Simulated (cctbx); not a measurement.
## Interatomic vectors of Dy3TiAs5

Space group P6_3/mcm (no. 193), a = 8.8560 Å, b = 8.8560 Å, c = 5.8360 Å, α = 90.00°, β = 90.00°, γ = 120.00°, content Dy6 As10 Ti2.

Simulated single-crystal data (cctbx): Mo Kα, λ = 0.71073 Å, to d = 0.77 Å, 50 % of the full sphere, strongest reflection 40000 counts, noise from counting, a 1.5 % proportional error and a noise floor of 4 counts (s.d.); no absorption.

Patterson synthesis, origin scaled to 1000:

```text
Patterson group P 6/m m m
      u       v       w   height  length (A)
  0.000   0.000   0.000   1000.0     0.00
  0.238   0.619   0.000    220.1     4.79
  0.000   0.384   0.500    213.5     4.48
  0.258   0.629   0.500    199.7     5.66
  0.000   0.236   0.500    140.3     3.59
  0.000   0.000   0.500     95.8     2.92
  0.050   0.338   0.249     92.2     3.15
  0.000   0.132   0.500     89.7     3.14
  0.133   0.382   0.000     81.5     2.97
  0.000   0.365   0.000     72.0     3.23
  0.251   0.502   0.000     32.7     5.85
  0.057   0.114   0.126     25.1     1.14
  0.000   0.500   0.500     23.8     5.30
  0.267   0.533   0.094     19.0     5.72
```

Q: Assign the vectors.

A peak at u stands for all pairs with xi − xj = u, with weight Σ ZiZj against Σ Z² = 37994 at the origin. Peak heights follow these weights only roughly, since form factors, motion and series ripples differ, all vectors within 0.55 Å of a peak are counted as merged into it though the farther ones add only part of their weight, and F(000) is left out, which lowers the whole map:

| u | v | w | shortest length (Å) | height | 1000 ΣZiZj/ΣZ² | pairs in the cell |
| --- | --- | --- | --- | --- | --- | --- |
| 0.238 | 0.619 | 0.000 | 4.79 | 220 | 229 | 2 × Dy–Dy |
| 0.000 | 0.384 | 0.500 | 4.48 | 214 | 229 | 2 × Dy–Dy |
| 0.258 | 0.629 | 0.500 | 5.66 | 200 | 229 | 4 × Dy–As |
| 0.000 | 0.236 | 0.500 | 3.59 | 140 | 172 | 1 × Dy–Dy, 2 × As–As |
| 0.000 | 0.000 | 0.500 | 2.92 | 96 | 140 | 4 × As–As, 2 × Ti–Ti |
| 0.050 | 0.338 | 0.249 | 3.15 | 92 | 115 | 2 × Dy–As |
| 0.000 | 0.132 | 0.500 | 3.14 | 90 | 115 | 2 × Dy–As |
| 0.133 | 0.382 | 0.000 | 2.97 | 82 | 115 | 2 × Dy–As |
| 0.000 | 0.365 | 0.000 | 3.23 | 72 | 115 | 2 × Dy–As |

The table stops at ten peaks or at a height of 45, below which ripples compete. In the model behind the data Dy, the heaviest element, has 1 independent site: (0, 0.3851, 3/4), up to an allowed shift of origin; the Dy–Dy vectors are differences of these positions and their symmetry mates. The whole model:

| atom | mult. | x | y | z | Ueq (Å²) |
| --- | --- | --- | --- | --- | --- |
| Dy1 | 6 | 0 | 0.3851 | 3/4 | 0.0053 |
| As1 | 4 | 1/3 | 2/3 | 1/2 | 0.0070 |
| As2 | 6 | 0 | 0.7476 | 3/4 | 0.0076 |
| Ti1 | 2 | 0 | 0 | 1/2 | 0.0071 |

The model is made up (kin elements in a known structure type, no relaxation), so it says nothing on whether the phase exists.

[Logs are printed without paths, hosts, clocks, repeated set-up lines and the standing remarks that a program may print on its own settings, such as how far it seeks lower states.]
